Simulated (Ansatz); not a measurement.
# LuP (Fm-3m): Grüneisen parameters

Aim: how the phonons of LuP (Fm-3m) shift with volume, and the thermal expansion that follows.

Method: DFT LDA, scalar-relativistic, plane waves, PAW, in Ansatz 0.2.0.

Most raw output is cut from this account.

**1. Starting point**

Symmetry: Fm-3m, No. 225, cubic system. The conventional cell has a = 5.391 Å, b = 5.391 Å, c = 5.391 Å, α = 90.00°, β = 90.00°, γ = 90.00°. Lu has 6 P at 2.70 Å nearest. Nearest to P lie 6 Lu at 2.70 Å. Farther neighbours are not listed.

**2. The dispersion**

The cell comes from relaxations at this level that are not shown. Stability and thermal properties need the whole zone. Linear response on a 4×4×4 q mesh gives force constants as far as a supercell of that size would.

Input file input.yaml:

```yaml
crystal:
  lattice:
    - [0.0, 2.6954447061, 2.6954447061]
    - [2.6954447061, 0.0, 2.6954447061]
    - [2.6954447061, 2.6954447061, 0.0]
  atoms:
    - { symbol: Lu, position: [0.0, 0.0, 0.0] }
    - { symbol: P, position: [0.5, 0.5, 0.5] }
kpoints:
  mp_grid: { grid: [12, 12, 12] }
hamiltonian:
  xc: lda
scf:
  occupations: { method: methfessel_paxton, width: 0.15 }
output:
  eigenvalues: true
phonons:
  method: dfpt
  qmesh: [4, 4, 4]
  temperatures: { t_max: 1000, t_step: 50 }
  qpath:
    path:
      - [[0.0, 0.0, 0.0], [0.5, 0.0, 0.5], [0.625, 0.25, 0.625]]
      - [[0.375, 0.375, 0.75], [0.0, 0.0, 0.0], [0.5, 0.5, 0.5], [0.5, 0.25, 0.75], [0.5, 0.0, 0.5]]
    npoints: 10
```

On the command line:

```console
> ansatz run input.yaml --threads 4 --pin off --max-ram 7168MiB --backend cpu --events-out ev --progress --plain --runs-dir out
```

The job ended after 11 min (4 threads of Arm Neoverse N1, shared host; peak memory 3.1 GiB; 40 min of CPU time).

Numbers from this step:

| Property | Result |
| --- | --- |
| volume per atom | 19.58 Å³ |
| gap on the k-mesh | 0 eV |
| sum-rule residual before enforcement | 8.83e-5 eV/Å² |
| lowest frequency on the path | 0 cm⁻¹ |
| point group | m-3m |
| highest frequency on the path or at a solved wavevector | 333.5 cm⁻¹ |
| mean frequency | 202 cm⁻¹ |
| Debye temperature (second moment) | 417 K |
| logarithmic mean frequency | 175 cm⁻¹ |
| highest optical mode at the zone centre (no LO-TO term) | 266.2 cm⁻¹ |
| lowest optical zone-centre mode | 266.2 cm⁻¹ |
| lowest mode on the q mesh (acoustic modes at Γ apart) | 63.67 cm⁻¹ |
| zero-point energy per atom | 37.57 meV |
| heat capacity at 300 K | 22.74 J/(mol atoms K) |
| vibrational entropy at 300 K | 30.47 J/(mol atoms K) |
| edges of the widest gap between branches, on path and mesh | 162.1, 266.2 cm⁻¹ |

Frequencies (cm⁻¹) solved at each irreducible wavevector; negative means imaginary. Frequencies by wavevector, by row:

| q in reciprocal lattice units | star | mode 1 | mode 2 | mode 3 | mode 4 | mode 5 | mode 6 |
| --- | --- | --- | --- | --- | --- | --- | --- |
| 0 0 0 | 1 | 0 | 0 | 0 | 266.2 | 266.2 | 266.2 |
| 0 0 0.25 | 8 | 77.9 | 77.9 | 109.2 | 276.8 | 276.8 | 321.4 |
| 0 0 -0.5 | 4 | 108.9 | 108.9 | 162.1 | 282.5 | 282.5 | 332.1 |
| 0 0.25 0.25 | 6 | 63.7 | 63.7 | 122.8 | 280.5 | 280.5 | 312.1 |
| 0 0.25 -0.5 | 24 | 101.1 | 108.7 | 131.8 | 282.9 | 299.4 | 319.7 |
| 0 0.25 -0.25 | 12 | 85.2 | 108.8 | 144.2 | 286.2 | 298.2 | 322.2 |
| 0 -0.5 -0.5 | 3 | 88.9 | 88.9 | 109.3 | 270.8 | 270.8 | 312.3 |
| 0.25 -0.5 -0.25 | 6 | 101.2 | 101.2 | 131.6 | 304.5 | 304.5 | 308.8 |

Symmetry leaves 8 wavevectors to solve. The lowest mode among them, the acoustic zeros apart, lies at q = (0, 0.25, 0.25) and is real, 63.7 cm⁻¹.

**3. Relaxing at another volume, volume ratio 0.97**

The volume is scaled by 0.97 and held; symmetry leaves nothing to relax, so this is a single point. The modes can then be followed against volume.

input.yaml, the sections that differ from step 2:

```yaml
crystal:
  lattice:
    - [0.0, 2.6682161303, 2.6682161303]
    - [2.6682161303, 0.0, 2.6682161303]
    - [2.6682161303, 2.6682161303, 0.0]
  atoms:
    - { symbol: Lu, position: [0.0, 0.0, 0.0] }
    - { symbol: P, position: [0.5, 0.5, 0.5] }
output:
  forces: true
  stress: true
  eigenvalues: true
  write_density: true
  write_potential: true
  elf: true
  volumetric_format: npy
# kpoints, hamiltonian, scf: as in step 2
# phonons: removed
```

Wall time 3.1 s (4 threads); peak memory 0.36 GiB; 10 s of CPU time.

Numbers from this step:

```
pressure        : 3.247 GPa
volume per atom : 19.00 Å³
```

Valence density in the ac plane of the conventional cell at fractional y = 0.000, with atoms of Lu and P within 0.2 Å of it. It is the smooth field of the valence electrons, not physical close to the nuclei.

Values in e/Å³, 14 rows by 15 columns, each cell a mean:
```
27 10  2  0  0  1  1  0  0  1  0  0  1  5 20
 5  2  1  0  0  0  1  1  1  1  0  0  0  1  4
 1  0  0  0  0  0  0  0  0  0  0  0  0  0  1
 0  0  0  0  0  0  0  0  0  0  0  0  0  0  0
 1  1  0  0  0  0  1  2  1  1  0  0  0  0  1
 1  1  1  0  0  1  5 13  9  2  0  0  0  1  1
 0  1  1  0  0  2 15 37 26  6  1  0  1  1  0
 0  1  1  0  0  2 11 27 19  5  1  0  0  1  0
 1  1  0  0  0  1  3  6  4  1  0  0  0  1  1
 0  0  0  0  0  0  0  1  1  0  0  0  0  0  0
 0  0  0  0  0  0  0  0  0  0  0  0  0  0  0
 2  1  0  0  0  0  1  1  1  0  0  0  0  1  1
13  5  1  0  0  1  1  1  1  1  0  0  0  3  9
37 14  2  0  0  1  1  0  0  1  1  0  1  6 27
```
Columns run along a (5.3 Å), rows up along c (5.3 Å), edges of the conventional cell, whose origin can differ from the input's. Atoms in or near the plane, at fractional coordinates: Lu at (0.00, 0.00), Lu at (0.50, 0.50), P at (0.50, 0.00), P at (0.00, 0.50).

ELF in the ac plane of the conventional cell at fractional y = 0.000, with atoms of Lu and P within 0.2 Å of it. It is the smooth field of the valence electrons, not physical close to the nuclei.

Ten even steps from '0' (0.03) to '9' (0.85), each cell a mean:
```
996269512883389
862169878983158
321147888752113
554322233222345
998511355213799
479624899623895
039626999844870
159626999834872
799613688413898
887411232112678
322224555432223
531158999873025
984269745883269
996269301784499
```
Columns run along a (5.3 Å), rows up along c (5.3 Å), edges of the conventional cell, whose origin can differ from the input's. Atoms in or near the plane, at fractional coordinates: Lu at (0.00, 0.00), Lu at (0.50, 0.50), P at (0.50, 0.00), P at (0.00, 0.50).

Electrostatic potential energy in the ac plane of the conventional cell at fractional y = 0.000, with atoms of Lu and P within 0.2 Å of it. With pseudopotentials it is smooth inside the atoms' cores, unlike the true potential.

Ten even steps from '0' (-68 eV) to '9' (16 eV), each cell a mean:
```
026997312599740
358999756899864
889999999999998
999999999999999
889998767899998
358997312589974
137985100379851
137986200489952
579998534799986
999999888999999
999999999999999
679999888999986
137998534799852
015897211589730
```
Columns run along a (5.3 Å; values clipped at the 3rd and 97th percentile), rows up along c (5.3 Å), edges of the conventional cell, whose origin can differ from the input's. Atoms in or near the plane, at fractional coordinates: Lu at (0.00, 0.00), Lu at (0.50, 0.50), P at (0.50, 0.00), P at (0.00, 0.50).

**4. Phonons at the other volume, volume ratio 0.97**

The phonons are repeated at this volume on the same k and q meshes.

input.yaml, the sections that differ from step 3:

```yaml
output:
  eigenvalues: true
phonons:
  method: dfpt
  qmesh: [4, 4, 4]
  temperatures: { t_max: 1000, t_step: 50 }
  qpath:
    path:
      - [[0.0, 0.0, 0.0], [0.5, 0.0, 0.5], [0.625, 0.25, 0.625]]
      - [[0.375, 0.375, 0.75], [0.0, 0.0, 0.0], [0.5, 0.5, 0.5], [0.5, 0.25, 0.75], [0.5, 0.0, 0.5]]
    npoints: 10
# crystal, kpoints, hamiltonian, scf: as in step 3
```

Elapsed: 10 min, on 4 threads; peak memory 3.1 GiB.

Numbers from this step:

```yaml
sum_rule_residual_before_enforcement: 4.71e-5 eV/Å²
highest_frequency_on_the_path_or_at_a_solved_wavevector: 344 cm⁻¹
mean_frequency: 210.9 cm⁻¹
debye_temperature_second_moment: 436 K
logarithmic_mean_frequency: 182.4 cm⁻¹
highest_optical_mode_at_the_zone_centre_no_lo_to_term: 283.2 cm⁻¹
lowest_optical_zone_centre_mode: 283.2 cm⁻¹
lowest_mode_on_the_q_mesh_acoustic_modes_at_gamma_apart: 64.34 cm⁻¹
zero_point_energy_per_atom: 39.22 meV
heat_capacity_at_300_k: 22.56 J/(mol atoms K)
vibrational_entropy_at_300_k: 29.53 J/(mol atoms K)
edges_of_the_widest_gap_between_branches_on_path_and_mesh: 167.9, 283.2 cm⁻¹
```

Frequencies (cm⁻¹) solved at each irreducible wavevector; negative means imaginary. Frequencies by wavevector, by row:

| q in reciprocal lattice units | star | mode 1 | mode 2 | mode 3 | mode 4 | mode 5 | mode 6 |
| --- | --- | --- | --- | --- | --- | --- | --- |
| 0 0 0 | 1 | 0 | 0 | 0 | 283.2 | 283.2 | 283.2 |
| 0 0 0.25 | 8 | 82.4 | 82.4 | 112.8 | 291.1 | 291.1 | 332.7 |
| 0 0 -0.5 | 4 | 115.9 | 115.9 | 167.8 | 295.4 | 295.4 | 342.8 |
| 0 0.25 0.25 | 6 | 64.3 | 64.3 | 129.9 | 296.1 | 296.1 | 322.7 |
| 0 0.25 -0.5 | 24 | 106 | 113.6 | 136.2 | 296.6 | 313.1 | 332.1 |
| 0 0.25 -0.25 | 12 | 86.4 | 116.2 | 150.4 | 299 | 313.2 | 333.2 |
| 0 -0.5 -0.5 | 3 | 91.1 | 91.1 | 111.5 | 286 | 286 | 325.5 |
| 0.25 -0.5 -0.25 | 6 | 103.6 | 103.6 | 138.4 | 318.8 | 318.8 | 321 |

The highest optical mode at the zone centre (no LO-TO term) is 283.2 cm⁻¹, +17.0 cm⁻¹ against the base run.

**5. Relaxing at another volume, volume ratio 1.03**

The volume is scaled by 1.03 and held; symmetry leaves nothing to relax, so this is a single point. The modes can then be followed against volume.

input.yaml, the sections that differ from step 4:

```yaml
crystal:
  lattice:
    - [0.0, 2.7221340132, 2.7221340132]
    - [2.7221340132, 0.0, 2.7221340132]
    - [2.7221340132, 2.7221340132, 0.0]
  atoms:
    - { symbol: Lu, position: [0.0, 0.0, 0.0] }
    - { symbol: P, position: [0.5, 0.5, 0.5] }
output:
  forces: true
  stress: true
  eigenvalues: true
# kpoints, hamiltonian, scf: as in step 4
# phonons: removed
```

It took 2.5 s on 4 threads; peak memory 0.36 GiB; 7.6 s of CPU time.

This step gave:

```
pressure        : -2.824 GPa
volume per atom : 20.17 Å³
```

The run ends at a pressure of -2.82 GPa.

**6. Phonons at the other volume, volume ratio 1.03**

input.yaml, the sections that differ from step 5:

```yaml
output:
  eigenvalues: true
phonons:
  method: dfpt
  qmesh: [4, 4, 4]
  temperatures: { t_max: 1000, t_step: 50 }
  qpath:
    path:
      - [[0.0, 0.0, 0.0], [0.5, 0.0, 0.5], [0.625, 0.25, 0.625]]
      - [[0.375, 0.375, 0.75], [0.0, 0.0, 0.0], [0.5, 0.5, 0.5], [0.5, 0.25, 0.75], [0.5, 0.0, 0.5]]
    npoints: 10
# crystal, kpoints, hamiltonian, scf: as in step 5
```

Run time: 11 min. Hardware: 4 threads; peak memory 3.2 GiB.

This step gave:

- sum-rule residual before enforcement: 6.67e-5 eV/Å²
- highest frequency on the path or at a solved wavevector: 323.3 cm⁻¹
- mean frequency: 193.5 cm⁻¹
- Debye temperature (second moment): 400 K
- logarithmic mean frequency: 167.8 cm⁻¹
- highest optical mode at the zone centre (no LO-TO term): 250.8 cm⁻¹
- lowest optical zone-centre mode: 250.8 cm⁻¹
- lowest mode on the q mesh (acoustic modes at Γ apart): 62.95 cm⁻¹
- zero-point energy per atom: 35.99 meV
- heat capacity at 300 K: 22.91 J/(mol atoms K)
- vibrational entropy at 300 K: 31.43 J/(mol atoms K)
- edges of the widest gap between branches, on path and mesh: 156.7, 250.8 cm⁻¹

Frequencies (cm⁻¹) solved at each irreducible wavevector; negative means imaginary. Frequencies by wavevector, by row:

| q in reciprocal lattice units | star | mode 1 | mode 2 | mode 3 | mode 4 | mode 5 | mode 6 |
| --- | --- | --- | --- | --- | --- | --- | --- |
| 0 0 0 | 1 | 0 | 0 | 0 | 250.8 | 250.8 | 250.8 |
| 0 0 0.25 | 8 | 73.7 | 73.7 | 105.8 | 263.2 | 263.2 | 310.4 |
| 0 0 -0.5 | 4 | 102.2 | 102.2 | 156.7 | 270.1 | 270.1 | 321.9 |
| 0 0.25 0.25 | 6 | 63 | 63 | 115.9 | 265.6 | 265.6 | 301.7 |
| 0 0.25 -0.5 | 24 | 96.4 | 103.9 | 127.4 | 269.8 | 286.4 | 308 |
| 0 0.25 -0.25 | 12 | 83.9 | 101.8 | 138.3 | 274 | 283.9 | 311.7 |
| 0 -0.5 -0.5 | 3 | 86.7 | 86.7 | 106.7 | 256.4 | 256.4 | 299.6 |
| 0.25 -0.5 -0.25 | 6 | 98.7 | 98.7 | 125.1 | 290.9 | 290.9 | 297 |

The highest optical mode at the zone centre (no LO-TO term) is 250.8 cm⁻¹, -15.5 cm⁻¹ against the base run.

**7. Grüneisen parameters**

The Grüneisen parameter of a mode is minus the logarithmic change of its frequency with volume, −d ln ω / d ln V; weighted by heat capacity it gives the expansion.

Numbers from this step:

```
bulk modulus : 101.2 GPa
```

The phonon branches at the labelled points (cm⁻¹):

| point | branch 1 | branch 2 | branch 3 | branch 4 | branch 5 | branch 6 |
| --- | --- | --- | --- | --- | --- | --- |
| Γ | 0 | 0 | 0 | 266 | 266 | 266 |
| halfway | 64 | 64 | 123 | 280 | 280 | 312 |
| X | 89 | 89 | 109 | 271 | 271 | 312 |
| halfway | 95 | 100 | 108 | 275 | 286 | 312 |
| U | 105 | 106 | 124 | 283 | 309 | 312 |
| jump to K | 105 | 106 | 124 | 283 | 309 | 312 |
| halfway | 71 | 95 | 126 | 281 | 290 | 319 |
| Γ | 0 | 0 | 0 | 266 | 266 | 266 |
| halfway | 78 | 78 | 109 | 277 | 277 | 321 |
| L | 109 | 109 | 162 | 282 | 282 | 332 |
| halfway | 108 | 110 | 144 | 288 | 297 | 326 |
| W | 101 | 101 | 132 | 304 | 304 | 309 |
| halfway | 93 | 108 | 113 | 286 | 291 | 311 |
| X | 89 | 89 | 109 | 271 | 271 | 312 |

The same for volume x 0.97:

| point | branch 1 | branch 2 | branch 3 | branch 4 | branch 5 | branch 6 |
| --- | --- | --- | --- | --- | --- | --- |
| Γ | 0 | 0 | 0 | 283 | 283 | 283 |
| X | 91 | 91 | 112 | 286 | 286 | 326 |
| U | 107 | 111 | 128 | 296 | 324 | 325 |
| K | 107 | 111 | 128 | 296 | 324 | 325 |
| Γ | 0 | 0 | 0 | 283 | 283 | 283 |
| L | 116 | 116 | 168 | 295 | 295 | 343 |
| W | 104 | 104 | 138 | 319 | 319 | 321 |
| X | 91 | 91 | 112 | 286 | 286 | 326 |

The same for volume x 1.03:

| point | branch 1 | branch 2 | branch 3 | branch 4 | branch 5 | branch 6 |
| --- | --- | --- | --- | --- | --- | --- |
| Γ | 0 | 0 | 0 | 251 | 251 | 251 |
| X | 87 | 87 | 107 | 256 | 256 | 300 |
| U | 101 | 102 | 119 | 270 | 296 | 299 |
| K | 101 | 102 | 119 | 270 | 296 | 299 |
| Γ | 0 | 0 | 0 | 251 | 251 | 251 |
| L | 102 | 102 | 157 | 270 | 270 | 322 |
| W | 99 | 99 | 125 | 291 | 291 | 297 |
| X | 87 | 87 | 107 | 256 | 256 | 300 |

Mode Grueneisen parameter -dln(w)/dln(V), modes matched by rank; at Γ the acoustic branches take the value of a neighbouring point of the path. Mode grüneisen parameters along the path, in :

| point | branch 1 | branch 2 | branch 3 | branch 4 | branch 5 | branch 6 |
| --- | --- | --- | --- | --- | --- | --- |
| Γ | 0.19 | 0.19 | 1.86 | 2.02 | 2.02 | 2.02 |
| halfway | 0.37 | 0.37 | 1.90 | 1.81 | 1.81 | 1.12 |
| X | 0.82 | 0.82 | 0.73 | 1.82 | 1.82 | 1.38 |
| halfway | 1.11 | 0.98 | 0.77 | 1.73 | 1.64 | 1.41 |
| U | 1.01 | 1.41 | 1.20 | 1.55 | 1.49 | 1.37 |
| jump to K | 1.01 | 1.41 | 1.20 | 1.55 | 1.49 | 1.37 |
| halfway | 0.26 | 2.28 | 1.39 | 1.55 | 1.69 | 1.11 |
| Γ | 0.18 | 1.97 | 1.24 | 2.02 | 2.02 | 2.02 |
| halfway | 1.86 | 1.86 | 1.07 | 1.68 | 1.68 | 1.16 |
| L | 2.10 | 2.10 | 1.15 | 1.49 | 1.49 | 1.05 |
| halfway | 1.50 | 1.81 | 1.20 | 1.47 | 1.52 | 1.19 |
| W | 0.81 | 0.81 | 1.68 | 1.53 | 1.53 | 1.29 |
| halfway | 0.77 | 0.81 | 1.42 | 1.67 | 1.51 | 1.44 |
| X | 0.82 | 0.82 | 0.73 | 1.82 | 1.82 | 1.38 |

(dS/dlnV)/C_V. The thermodynamic Grueneisen parameter by temperature:

| temperature (K) | thermodynamic Grueneisen parameter |
| --- | --- |
| 50 | 1.30 |
| 100 | 1.36 |
| 150 | 1.38 |
| 200 | 1.39 |
| 250 | 1.39 |
| 300 | 1.39 |
| 350 | 1.40 |
| 400 | 1.40 |
| 450 | 1.40 |
| 500 | 1.40 |
| 550 | 1.40 |
| 600 | 1.40 |
| 650 | 1.40 |
| 700 | 1.40 |
| 750 | 1.40 |
| 800 | 1.40 |
| 850 | 1.40 |
| 900 | 1.40 |
| 950 | 1.40 |
| 1000 | 1.40 |

Gamma C_V/(B V) at the static volume. Table of volume expansion by temperature:

| temperature (K) | volume expansion (1e-6/K) |
| --- | --- |
| 50 | 6.88 |
| 100 | 15.4 |
| 150 | 20.8 |
| 200 | 23.8 |
| 250 | 25.5 |
| 300 | 26.6 |
| 350 | 27.2 |
| 400 | 27.7 |
| 450 | 28.0 |
| 500 | 28.2 |
| 550 | 28.4 |
| 600 | 28.5 |
| 650 | 28.6 |
| 700 | 28.7 |
| 750 | 28.7 |
| 800 | 28.8 |
| 850 | 28.9 |
| 900 | 28.9 |
| 950 | 28.9 |
| 1000 | 28.9 |

**8. What came out**

```yaml
bulk_modulus: 101 GPa
thermodynamic_grueneisen_parameter_at_300_k: 1.394
volume_expansion_at_300_k_estimated: 26.55 × 10⁻⁶ K⁻¹
```

In words: By this estimate the volume grows by 26.6 × 10⁻⁶ per kelvin at 300 K. The highest optical mode at Γ goes from 283 to 251 cm⁻¹ as the cell grows, a Grüneisen parameter of 2.03. Mode parameters on the path run from 0.17 to 2.3, with a median of 1.5. Branches are matched by rank, so values near crossings are rough. The expansion is the Grüneisen estimate at the static volume, with the static bulk modulus. With no gap, or one that is small against the smearing, the frequencies hang on the k mesh and the smearing, most of all near Kohn anomalies. Spin-orbit coupling is left out, which can matter for the heavy elements here.

[Logs are printed without paths, hosts, clocks, repeated set-up lines and the standing remarks that a program may print on its own settings, such as how far it seeks lower states.]

[Hosts, paths, dates, database ids (printed as entryN), source tags and the programs' standing remarks are cut or masked in the printed files.]
